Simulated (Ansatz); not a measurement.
In doubt: masses and optical values from hybrid runs of this build are listed as unsure, which bears on the screening that GW takes from such a start.

Rows from a G0W0 calculation on InSe (P6_3/mmc) (Ansatz 0.2.0; G0W0 on HSE06, plane waves, PAW; PAW set soft_1; 6×6×2 mesh, 457 empty bands, screening to 90 eV, PAW set soft_1 files), in eV. Spin-orbit coupling is left out.

| row | k | band | start | Σx | Σc at the solution | Vxc |
| --- | --- | --- | --- | --- | --- | --- |
| A | Γ | v2 | 5.403 | -17.970 | 1.654 | -16.200 |
| B | Γ | v1 | 6.597 | -16.299 | 1.074 | -15.041 |
| C | Γ | c1 | 7.722 | -9.991 | -3.161 | -13.325 |
| D | Γ | c2 | 9.085 | -10.382 | -3.424 | -14.030 |

Q: Work out each quasiparticle level and how far it moved.

The quasiparticle equation reads E = start + Σx + Σc(E) − Vxc.

```
row  E (eV)  shift (eV)
  A   5.288      −0.115
  B   6.413      −0.184
  C   7.895      +0.173
  D   9.309      +0.225
```

The gap over the computed points goes from 1.13 eV to 1.48 eV.

Limits: not at the basis limit; no spin-orbit coupling.

[Paths, hosts, dates, memory and timing lines, banners, echoed tables and standing remarks are left out of the program output.]

[Logs are printed without paths, hosts, clocks, repeated set-up lines and the standing remarks that a program may print on its own settings, such as how far it seeks lower states.]

[Runs of the session that timed out or met a known fault of the program may be left out.]

[Cells called generated may have been cut or substituted from an entry of the Crystallography Open Database or the Materials Project.]

[No measured gap is set beside runs whose start may be inverted or whose files or cutoffs have a known fault.]

[Hosts, paths, dates, database ids (printed as entryN), source tags and the programs' standing remarks are cut or masked in the printed files.]
